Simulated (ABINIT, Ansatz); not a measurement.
# Lattice dynamics of Zr (Zirconium) in two programs, part 4 of 4

Aim: the phonon dispersion of Zr (Zirconium), checked by a second program.

ABINIT 10.8.3; DFT PBE, scalar-relativistic, plane waves, PseudoDojo norm-conserving pseudopotentials.

So far, highest frequency (cm⁻¹): step 7 (interpolated phonon bands) 196.

## 9. The same in Ansatz

A second program on the same cell, potentials, cutoff and meshes tests the implementation of the phonon response, not its convergence.

This step: DFT PBE, scalar-relativistic, plane waves, PseudoDojo norm-conserving pseudopotentials (Ansatz 0.2.0).

Contents of input.yaml:

```yaml
crystal:
  lattice:
    - [3.2324017531, 0.0, 0.0]
    - [-1.6162008765, 2.7993420334, 0.0]
    - [0.0, 0.0, 5.1787191011]
  atoms:
    - { symbol: Zr, position: [0.3333333333, 0.6666666667, 0.25] }
    - { symbol: Zr, position: [0.6666666667, 0.3333333333, 0.75] }
kpoints:
  mp_grid: { grid: [12, 12, 6] }
hamiltonian:
  xc: pbe
  pseudopotentials: { kind: nc, accuracy: standard }
scf:
  occupations: { method: gaussian, width: 0.27211 }
output:
  eigenvalues: true
basis:
  ecutwfc: 789.13
phonons:
  method: dfpt
  qmesh: [3, 3, 2]
  temperatures: { t_max: 1000, t_step: 50 }
  qpath:
    path:
      - [[0.0, 0.0, 0.0], [0.5, 0.0, 0.0], [0.33333333, 0.33333333, 0.0], [0.0, 0.0, 0.0], [0.0, 0.0, 0.5], [0.5, 0.0, 0.5], [0.33333333, 0.33333333, 0.5], [0.0, 0.0, 0.5]]
      - [[0.5, 0.0, 0.5], [0.5, 0.0, 0.0]]
      - [[0.33333333, 0.33333333, 0.5], [0.33333333, 0.33333333, 0.0]]
    npoints: 10
  electrical_resistivity: { temperatures: [77, 300], mesh: [24, 24, 12] }
```

The run is started by

```bash
$ ansatz run input.yaml --threads 16 --pin off --max-ram 32768MiB --backend cpu --events-out ev --progress --plain --runs-dir out
```

Numbers of over 12 decimals in the logs are rounded to 6 here.

The program printed:

```text
Warning: basis.ecutwfc = 789.13 eV is below the records' recommended 897.975746 eV, and the density's cutoff is lower with it unless basis.ecutrho_ratio is high enough to keep the records' density cutoff: compare with a run at a higher cutoff
Engine: ansatz 0.2.0, aarch64-unknown-linux-gnu
Pseudopotentials: kind: nc
Pseudopotential: Zr, nc, valence charge 12, recommended cutoff 897.975746 eV (normal), Zr.nc.azcp (PseudoDojo's, or run here from an input of PseudoDojo's; its table is named by hamiltonian.pseudopotentials.accuracy)
Functional definition: PBE
  parameter kappa = 0.804
  parameter beta = 0.066725
  exchange = pbe_x(kappa = kappa, mu = beta*pi^2/3)
  correlation = pbe_c(beta = beta)
Crystal: 2 atoms, lattice volume = 46.860 Å³
Basis set: ecut = 789.13 eV, 2333 PW (Γ), exchange–correlation on 60×60×96 points (8 copies of the dense FFT grid, shifted against one another)
Bands: 16, of which v1, the nominal top of the filled ones, is band 12 counted from 1 (11 counted from 0)
Symmetry: 24 space group operations
k-points: 76 of 864
Non-local potential: Zr, projectors of the file, l = 0: 2, l = 1: 2, l = 2: 2
Initial density: superposition of atomic densities (chi_scale 0.1, normalization cell)
Initial wavefunctions: pseudopotential atomic-orbital guess
Functional: x = pbe(κ = 0.804, μ = 0.219515), c = pbe(β = 0.066725)
SCF iter   1: F=—  HF=-2755.130678 eV  |F-HF|=—  |Δ(HF+E_count)|=         —  Δρ=2.91e-2  dr2=5.05e-1  ethr=3.10e-3  ⟨swp⟩=5.9  Hψ=12821  notcnv=0
automatic band count: the SCF goes on with 20 bands, as 16 were too few: they end inside the smearing window of the response
preconditioner: auto → Kerker (q_TF=auto, 2.440 Å⁻¹)  [metal: Δε(μ)=0.017 eV  Ē_g=5.080 eV  σ=0.272 eV  W_gap=0.04  n_scr=10 (ndim 8)  ℏωp=15.3 eV  f_vac=0.000  D(μ)=1.97/eV (n_scr^D=22)]
SCF iter   2: F=—  HF=-2755.016275 eV  |F-HF|=—  |Δ(HF+E_count)|=   1.14e-1  Δρ=1.75e-2  dr2=1.81e-1  ethr=2.10e-3  ⟨swp⟩=1.1  Hψ=2134  notcnv=0
SCF iter   3: F=—  HF=-2754.960685 eV  |F-HF|=—  |Δ(HF+E_count)|=   5.56e-2  Δρ=2.23e-3  dr2=1.40e-3  ethr=7.56e-4  ⟨swp⟩=2.9  Hψ=2354  notcnv=0
SCF iter   4: F=—  HF=-2754.960709 eV  |F-HF|=—  |Δ(HF+E_count)|=   2.47e-5  Δρ=2.36e-4  dr2=2.09e-5  ethr=5.84e-6  ⟨swp⟩=2.3  Hψ=2003  notcnv=0
SCF iter   5: F=—  HF=-2754.960713 eV  |F-HF|=—  |Δ(HF+E_count)|=   3.68e-6  Δρ=4.78e-5  dr2=9.04e-7  ethr=8.69e-8  ⟨swp⟩=2.6  Hψ=2161  notcnv=0
SCF iter   6: F=—  HF=-2754.960712 eV  |F-HF|=—  |Δ(HF+E_count)|=   1.24e-6  Δρ=7.97e-6  dr2=2.32e-8  ethr=3.77e-9  ⟨swp⟩=2.7  Hψ=2508  notcnv=0  defer=105
SCF iter   7: F=—  HF=-2754.960712 eV  |F-HF|=—  |Δ(HF+E_count)|=  5.33e-10  Δρ=1.31e-6  dr2=6.70e-10  ethr=9.66e-11  ⟨swp⟩=2.2  Hψ=2344  notcnv=0  defer=105
SCF iter   8: F=—  HF=-2754.960712 eV  |F-HF|=—  |Δ(HF+E_count)|=  5.96e-11  Δρ=2.07e-7  dr2=1.41e-11  ethr=2.79e-12  ⟨swp⟩=2.6  Hψ=2443  notcnv=0  defer=105
SCF iter   9: F=-2754.960712 eV  HF=-2754.960712 eV  |F-HF|=4.55e-13  |Δ(HF+E_count)|=  7.28e-12  Δρ=2.69e-8  dr2=2.88e-13  ethr=1.00e-12  ⟨swp⟩=11.6  Hψ=8186  notcnv=0
SCF 1 converged in 9 iterations: F = -2754.960712 eV  dr2 = 2.88e-13
NSCF: frozen V_eff on 76 k-points
WARN: eigensolver did not converge in 5 slots of this pass, the one above among them; of largest residual over every band (k=16): 1 band(s) unlocked (lowest unlocked band 19, counted from 0; max residual 1.85e-4 eV among the unlocked bands, 1.85e-4 eV over every band); of lowest unlocked band (k=16): band 19
NSCF: frozen V_eff on 172 k-points
DFPT response loops at q = (0, 0, 0) (fractional): preconditioner auto → Kerker (q_TF=auto, 2.440 Å⁻¹) (partly filled bands, converged f_vac=0.000); β = 1.00, the filter's whole step (`scf.mixing.beta` (0.50) is not read by the response loops under this deck's `scf.mixing.preconditioner`; to damp them name `kerker` or `kerker_dos`, under which they read `scf.mixing.beta`, and type it under 1.00, their step now; both keys bind the ground state too); Broyden in place of MSR1
NSCF: frozen V_eff on 344 k-points
DFPT response loops at q = (0, 0, -0.5) (fractional): mixed as the last ones told, above
NSCF: frozen V_eff on 624 k-points
DFPT response loops at q = (0, 0.333333, 0) (fractional): mixed as the last ones told, above
NSCF: frozen V_eff on 624 k-points
DFPT response loops at q = (0, 0.333333, -0.5) (fractional): mixed as the last ones told, above
NSCF: frozen V_eff on 624 k-points
DFPT response loops at q = (0.333333, 0.333333, 0) (fractional): mixed as the last ones told, above
NSCF: frozen V_eff on 624 k-points
DFPT response loops at q = (0.333333, 0.333333, -0.5) (fractional): mixed as the last ones told, above
Bands: 20, of which v1, the nominal top of the filled ones, is band 12 counted from 1 (11 counted from 0)
SCF iter   1: F=—  HF=-2755.130678 eV  |F-HF|=—  |Δ(HF+E_count)|=         —  Δρ=2.91e-2  dr2=5.05e-1  ethr=3.10e-3  ⟨swp⟩=5.9  Hψ=7442  notcnv=0
SCF iter   2: F=—  HF=-2755.016275 eV  |F-HF|=—  |Δ(HF+E_count)|=   1.14e-1  Δρ=1.75e-2  dr2=1.81e-1  ethr=2.10e-3  ⟨swp⟩=1.1  Hψ=2134  notcnv=0
SCF iter   3: F=—  HF=-2754.960685 eV  |F-HF|=—  |Δ(HF+E_count)|=   5.56e-2  Δρ=2.23e-3  dr2=1.40e-3  ethr=7.56e-4  ⟨swp⟩=2.9  Hψ=2354  notcnv=0
SCF iter   4: F=—  HF=-2754.960709 eV  |F-HF|=—  |Δ(HF+E_count)|=   2.47e-5  Δρ=2.36e-4  dr2=2.09e-5  ethr=5.84e-6  ⟨swp⟩=2.3  Hψ=2003  notcnv=0
SCF iter   5: F=—  HF=-2754.960713 eV  |F-HF|=—  |Δ(HF+E_count)|=   3.68e-6  Δρ=4.78e-5  dr2=9.04e-7  ethr=8.69e-8  ⟨swp⟩=2.6  Hψ=2161  notcnv=0
SCF iter   6: F=—  HF=-2754.960712 eV  |F-HF|=—  |Δ(HF+E_count)|=   1.24e-6  Δρ=7.97e-6  dr2=2.32e-8  ethr=3.77e-9  ⟨swp⟩=2.7  Hψ=2508  notcnv=0  defer=105
SCF iter   7: F=—  HF=-2754.960712 eV  |F-HF|=—  |Δ(HF+E_count)|=  5.33e-10  Δρ=1.31e-6  dr2=6.70e-10  ethr=9.66e-11  ⟨swp⟩=2.2  Hψ=2344  notcnv=0  defer=105
SCF iter   8: F=—  HF=-2754.960712 eV  |F-HF|=—  |Δ(HF+E_count)|=  5.96e-11  Δρ=2.07e-7  dr2=1.41e-11  ethr=2.79e-12  ⟨swp⟩=2.6  Hψ=2443  notcnv=0  defer=105
SCF iter   9: F=-2754.960712 eV  HF=-2754.960712 eV  |F-HF|=4.55e-13  |Δ(HF+E_count)|=  6.82e-12  Δρ=2.67e-8  dr2=2.89e-13  ethr=1.00e-12  ⟨swp⟩=2.7  Hψ=3049  notcnv=0
SCF 2 converged in 9 iterations: F = -2754.960712 eV  dr2 = 2.89e-13
NSCF: frozen V_eff on 76 k-points
NSCF: frozen V_eff on 95 k-points
[...]
SCF converged after 9 iterations
Free energy (F): -2754.960712 eV
Harris-Foulkes:  -2754.960712 eV  (|F-HF|=4.55e-13)
Internal energy: -2754.881862 eV  (E = F + TS)
E sigma→0 (E₀):  -2754.921287 eV
Entropy (-TS):   -0.078850 eV (-39.425 meV/atom)
Fermi energy:    13.983095 eV
--- Per-component energies (eV) ---
  E_band       = -193.721865
  E_kinetic    = 785.436235
  E_local      = -1565.691365  (includes V_loc(G=0)·N_el)
  E_nonlocal   = 288.588691
  E_hartree    = 374.402947
  E_xc         = -544.855515
  E_vxc        = -450.861312  (∫ρ·V_xc dr)
  E_ewald      = -2092.762856
  E_smearing   = -0.078850  (= −TS)
  E_closure    = -0.000000  (closes the sum)
  Σ components = -2754.960712   (vs F -2754.960712, Δ=0.00e0)
--- Band table (eV; the first three rows and the last of 76) ---
  k-point 0: bands = [... 8 lower, 8.3759, 11.0005, 14.8881, 14.8881, 14.9806, 15.1166, 15.5617, 15.5617, ... 4 higher]
  k-point 1: bands = [... 8 lower, 8.6028, 10.9724, 14.7258, 14.7874, 14.7874, 14.8081, 15.4011, 15.4011, ... 4 higher]
  k-point 2: bands = [... 8 lower, 9.2281, 10.7298, 14.1239, 14.3978, 14.7053, 14.7053, 15.0739, 15.0739, ... 4 higher]
  k-point 75: bands = [... 8 lower, 12.5959, 12.5959, 12.7570, 12.7570, 13.9776, 13.9776, 16.0361, 16.0361, ... 4 higher]
--- Phonons (Γ-DFPT): 2 representative perturbations + reference (Σ response iterations 8) ---
  ASR residual: 2.621e-5 → 0.000e0 eV/Å²; symmetrization residual: 2.409e-10 eV/Å²
  ASR residual per site (eV/Å²): 2.62e-5 2.62e-5
  Γ frequencies (cm⁻¹): 0.00 0.00 0.00 68.63 68.63 152.86
--- Phonons (arbitrary-q DFPT): 6 irreducible q on the 3×3×2 mesh ---
  q = [0.0000, 0.0000, 0.0000] (star 1, of the zone-centre solve; hermiticity 6.15e-11, symmetrization 3.07e-11): -0.00 0.00 0.00 68.63 68.63 152.86
  q = [0.0000, 0.0000, -0.5000] (star 1, 2 solved perturbations in 248 linear systems a pass and spin channel, the states on 172 of 864 k-point pairs; hermiticity 6.00e-9, symmetrization 2.36e-8): 50.38 50.38 50.38 50.38 132.85 132.85
  q = [0.0000, 0.3333, 0.0000] (star 6, 3 solved perturbations on 312 of 864 k-point pairs; hermiticity 1.02e-8, symmetrization 3.64e-10): 59.31 68.13 138.45 140.97 156.08 159.18
  q = [0.0000, 0.3333, -0.5000] (star 6, 3 solved perturbations on 312 of 864 k-point pairs; hermiticity 3.35e-8, symmetrization 6.36e-9): 103.81 103.81 110.26 110.26 166.16 166.16
  q = [0.3333, 0.3333, 0.0000] (star 2, 2 solved perturbations in 436 linear systems a pass and spin channel, the states on 312 of 864 k-point pairs; hermiticity 4.89e-9, symmetrization 2.45e-9): 120.35 120.35 135.76 135.76 142.64 195.55
  q = [0.3333, 0.3333, -0.5000] (star 2, 2 solved perturbations in 436 linear systems a pass and spin channel, the states on 312 of 864 k-point pairs; hermiticity 1.70e-8, symmetrization 2.69e-9): 67.39 67.39 167.15 167.15 172.92 172.92
  sum rule: each row above includes the acoustic sum rule's correction from the zone centre's row sums; it moved no ω² by more than (0.28 cm⁻¹)²
  mesh force constants: q→R imaginary residual 0.00e0; ASR residual 2.621e-5 → 0.000e0 eV/Å²; symmetrization residual 3.553e-15 eV/Å²
  interpolated dispersion: 93 rows × 6 modes
  density of states and harmonic sums: on the 24×24×12 q-mesh, interpolated from the force constants of a 3×3×2 supercell (no non-analytic term)
  largest difference from the sums on the solved wave vectors: F 3.57e-2 eV, S 5.00e-5 and C_V 1.43e-5 eV/K
  zero-point energy: 0.045243 eV/cell   skipped modes (ω ≤ 0): 3   left out of the sums: 7.23e-5 of the cell's modes: C_V's classical limit lies that fraction below 3 k_B per atom; for a crystal, a wire or a layer, F and S can be off by more, and a phonons.interpolated_qmesh denser along its periods is the remedy for the sampling
--- Electrical resistivity: potentials and phonons of a 3×3×2 supercell ---
  scattering by harmonic phonons alone, with no dipole-dipole term; scattering by other electrons, impurities, surfaces and spin disorder is left out, and so is spin–orbit coupling
  the resistivity is that of a variational response, whose dependence on the energy is improved iteratively
  at the Fermi level of each mesh (of a tensor a third of its trace):
           mesh   spin    states/(eV spin)  plasma energy (eV)         λ      λ_tr    ħω_log (meV)
       24×24×12                     0.9388              3.9736    0.6135    0.6479          12.451
        12×12×6                     0.9418              4.1043    0.6015    0.6456          12.475
          6×6×3                     1.0039              4.1559    0.6582    0.6852          12.573
  resistivity on the deck's mesh, µΩ·cm:
     T (K)       trace/3  mesh converged            xx            yy            zz    lowest order   relaxation time
     77.00      8.5219e0              no      8.8763e0      8.8763e0      7.8130e0        9.1099e0          8.2422e0
    300.00      4.7141e1              no      4.9120e1      4.9120e1      4.3184e1        4.9075e1          4.5489e1
  mean free path at 77 K (of a tensor a third of its trace): 19.6 nm by what each carries, 16.3 by the Fermi surface alone
  Hall coefficient in a weak field at 77 K (a third of the trace): 5.990e-11 m³/C (as a tensor it moves by 6.5 % between the two finest meshes); by each state's relaxation time: 4.485e-11 m³/C; by a constant relaxation time: -1.152e-11 m³/C
  mean free path at 300 K (of a tensor a third of its trace): 3.45 nm by what each carries, 2.95 by the Fermi surface alone
  Hall coefficient in a weak field at 300 K (a third of the trace): 2.799e-11 m³/C (as a tensor it moves by 1.9 % between the two finest meshes); by each state's relaxation time: 1.769e-11 m³/C; by a constant relaxation time: -1.945e-11 m³/C
  the resistivity times a path that all electrons share, by the Fermi surface of the deck's mesh alone (a third of the trace): 1.400e-15 Ω·m²
  not converged in the mesh (λ; λ_tr; the resistivity at 77 K by 7.81 %; the resistivity at 300 K by 2.90 %): between neighbouring meshes, the two finest first, λ moves by 1.95 % and 9.42 %, λ_tr by 1.61 % and 7.13 % and the resistivity by up to 7.81 % and 68.89 %; an estimate, no bound, puts it up to 9.9e-8 % above the Boltzmann equation's exact value after up to 4 iterations (at most 30 are made, fewer where the estimate is under 1.0e-6 % of each spin channel's own resistivity)
  vibrations of 18 cells: unjudged by the run; compare a larger repeat
  the changes of the potential over all sites missed a rigid shift's by 0.00 % (the site terms' by 0.00 %)
  at the force constants' own smearing the fine mesh and the k-points of their solves give squared frequencies that differ by 1.9 % of the larger at the most, at (0, 0, 0)
```

Elapsed: 2.6 min, on 16 threads of Arm Neoverse V1, shared host; peak memory 2.2 GiB; 39 min of CPU time.

This step gave:

```yaml
sum_rule_residual_before_enforcement: 2.62e-5 eV/Å²
mean_frequency: 121.6 cm⁻¹
debye_temperature_second_moment: 237 K
logarithmic_mean_frequency: 114.1 cm⁻¹
highest_optical_zone_centre_mode_no_lo_to_term: 152.9 cm⁻¹
lowest_optical_zone_centre_mode: 68.63 cm⁻¹
lowest_mode_on_the_q_mesh_acoustic_ones_at_the_zone_centre_apart: 50.38 cm⁻¹
zero_point_energy_per_atom: 22.62 meV
vibrational_entropy_at_300_k: 40.36 J/(mol atoms K)
```

## 10. The two compared: ABINIT PseudoDojo and Ansatz, PseudoDojo

Worked out from the results:

- root-mean-square difference: 0.05 cm⁻¹
- largest difference: 0.14 cm⁻¹
- root-mean-square difference on the path: 0.6 cm⁻¹
- largest difference on the path: 3.3 cm⁻¹

The 12 of 33 modes that differ most. Frequencies side by side:

```csv
q (reciprocal lattice),mode,ABINIT PseudoDojo (cm⁻¹),"Ansatz, PseudoDojo (cm⁻¹)"
0 0 0,4,68.68,68.63
0 0 0,5,68.68,68.63
0 0 0,6,152.8,152.9
0.3333 0 0,1,59.24,59.31
0.3333 0 0,2,67.99,68.13
0.3333 0 0,5,156,156.1
0.3333 0.3333 0,1,120.3,120.3
0.3333 0.3333 0,2,120.3,120.3
0 0 0.5,1,50.43,50.38
0 0 0.5,2,50.43,50.38
0 0 0.5,5,132.8,132.8
0 0 0.5,6,132.8,132.8
```

At the solved wavevectors the largest difference (acoustic modes at Γ apart) is 0.07 % of the highest mode (on the interpolated path 2 %).

## 11. Summary of results

```json
{
  "space group after relaxation": "P6_3/mmc",
  "volume per atom": "23.4 Å³",
  "highest optical zone-centre mode (no LO-TO term)": "152.8 cm⁻¹",
  "lowest optical zone-centre mode": "68.7 cm⁻¹",
  "q mesh": "3×3×2",
  "lowest mode on the q mesh (acoustic ones at the zone centre apart)": "50.4 cm⁻¹",
  "zero-point energy per atom": "22.6 meV",
  "heat capacity at 300 K": "24.2 J/(mol atoms K)",
  "vibrational entropy at 300 K": "40.4 J/(mol atoms K)",
  "imaginary modes on the q mesh": "none",
  "largest difference from Ansatz, PseudoDojo": "0.14 cm⁻¹"
}
```

**Reading.** Zr (Zirconium) is dynamically stable on the 3×3×2 mesh; its spectrum reaches 196 cm⁻¹. At the PBE level the optical modes of Zr (Zirconium) at the zone centre run from 69 to 153 cm⁻¹. Along axes with an odd number of divisions the mesh misses the zone-boundary points at one half, where instabilities often lie; those are only interpolated. The base run prints -0.46 GPa, mostly the error of a finite basis; the relaxation, with a smoothed and higher cutoff, had brought the cell to rest. ABINIT PseudoDojo and Ansatz, PseudoDojo agree to 0.14 cm⁻¹ (0.07 % of the highest mode compared) on all solved modes but the acoustic ones at Γ. Their interpolated bands part by up to 3 cm⁻¹. These are harmonic frequencies at zero temperature: anharmonic shifts and linewidths and thermal expansion are left out. In a metal the frequencies hang on the k mesh and the smearing, most of all near Kohn anomalies. Ansatz warns that the cutoff lies 12 % under the one recommended for these files; agreement at one cutoff is not convergence. Electron-phonon sums were run after this but are left out, since no second program bore their λ out within 30 %; a λ that a log prints is not taken as a result.

[Host names and launcher messages were left out of these logs when they were recorded.]

[Logs are printed without paths, hosts, clocks, repeated set-up lines and the standing remarks that a program may print on its own settings, such as how far it seeks lower states.]

[Hosts, paths, dates, database ids (printed as entryN), source tags and the programs' standing remarks are cut or masked in the printed files.]
